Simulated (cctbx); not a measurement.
# Interatomic vectors of Pr5Dy3MnIn3

Space group P6_3mc (no. 186), a = 10.7640 Å, b = 10.7640 Å, c = 7.1970 Å, α = 90.00°, β = 90.00°, γ = 120.00°, content Dy6 Pr10 In6 Mn2.

Simulated single-crystal data (cctbx): Cu Kα, λ = 1.54184 Å, to d = 0.83 Å, 50 % of the full sphere, strongest reflection 5000 counts, noise from counting, a 4 % proportional error and a noise floor of 4 counts (s.d.); no absorption, some extinction.

Patterson synthesis, origin scaled to 1000:

```text
Patterson group P 6/m m m
      u       v       w   height  length (A)
  0.000   0.000   0.000   1000.0     0.00
  0.000   0.000   0.500    354.7     3.60
  0.000   0.500   0.000    340.5     5.38
  0.033   0.517   0.500    249.5     6.48
  0.333   0.667   0.500    235.4     7.18
  0.167   0.334   0.259    176.9     3.63
  0.168   0.337   0.500    163.5     4.78
  0.333   0.667   0.000    147.2     6.21
  0.000   0.400   0.000     87.8     4.30
  0.283   0.642   0.234     85.4     6.23
  0.166   0.333   0.000     84.5     3.10
  0.307   0.614   0.246     77.1     6.71
  0.000   0.500   0.176     76.8     5.53
  0.179   0.358   0.097     61.8     3.41
```

**Question.** Which atom pairs make the peaks, and where is the heaviest atom?

A peak at u stands for all pairs with xi − xj = u, with weight Σ ZiZj against Σ Z² = 76602 at the origin. Peak heights follow these weights only roughly, since form factors, motion and series ripples differ, all vectors within 0.55 Å of a peak are counted as merged into it though the farther ones add only part of their weight, and F(000) is left out, which lowers the whole map:

| u | v | w | shortest length (Å) | height | 1000 ΣZiZj/ΣZ² | pairs in the cell |
| --- | --- | --- | --- | --- | --- | --- |
| 0.000 | 0.000 | 0.500 | 3.60 | 355 | 598 | 12 × Dy–In, 2 × Pr–Pr |
| 0.000 | 0.500 | 0.000 | 5.38 | 340 | 417 | 4 × Dy–Dy, 4 × In–In, 4 × In–Mn |
| 0.033 | 0.517 | 0.500 | 6.48 | 250 | 563 | 8 × Dy–In, 4 × Pr–Pr, 2 × Dy–Mn |
| 0.333 | 0.667 | 0.500 | 7.18 | 235 | 318 | 3 × Dy–Dy, 3 × In–In, 1 × Pr–Pr, 1 × Mn–Mn |
| 0.167 | 0.334 | 0.259 | 3.63 | 177 | 228 | 3 × Dy–Pr, 2 × Pr–In |
| 0.168 | 0.337 | 0.500 | 4.78 | 164 | 208 | 2 × Dy–Dy, 2 × In–In, 2 × In–Mn |
| 0.333 | 0.667 | 0.000 | 6.21 | 147 | 253 | 6 × Dy–In |
| 0.000 | 0.400 | 0.000 | 4.31 | 88 | 91 | 2 × Pr–Pr |
| 0.283 | 0.642 | 0.234 | 6.22 | 85 | 183 | 3 × Pr–In, 1 × Dy–Pr, 1 × Pr–Mn |
| 0.166 | 0.333 | 0.000 | 3.10 | 84 | 212 | 4 × Dy–In, 2 × Dy–Mn |

The table stops at ten peaks or at a height of 45, below which ripples compete. In the model behind the data Dy, the heaviest element, has 1 independent site: (0.1735, 0.3470, 0.7231), up to an allowed shift of origin; the Dy–Dy vectors are differences of these positions and their symmetry mates. Elements of similar Z can't be told apart from the map alone. The whole model:

| atom | mult. | x | y | z | Ueq (Å²) |
| --- | --- | --- | --- | --- | --- |
| Dy1 | 6 | 0.1735 | 0.3470 | 0.7231 | 0.0101 |
| Pr1 | 2 | 0 | 0 | 0.5043 | 0.0113 |
| Pr2 | 2 | 2/3 | 1/3 | 0.8999 | 0.0121 |
| Pr3 | 6 | 0.5345 | 0.0691 | 0.5163 | 0.0117 |
| In1 | 6 | 0.8380 | 0.6761 | 0.7641 | 0.0117 |
| Mn1 | 2 | 2/3 | 1/3 | 0.2862 | 0.0130 |

This is a model crystal, built by substitution and not relaxed, with assumed displacement parameters.

[Logs are printed without paths, hosts, clocks, repeated set-up lines and the standing remarks that a program may print on its own settings, such as how far it seeks lower states.]
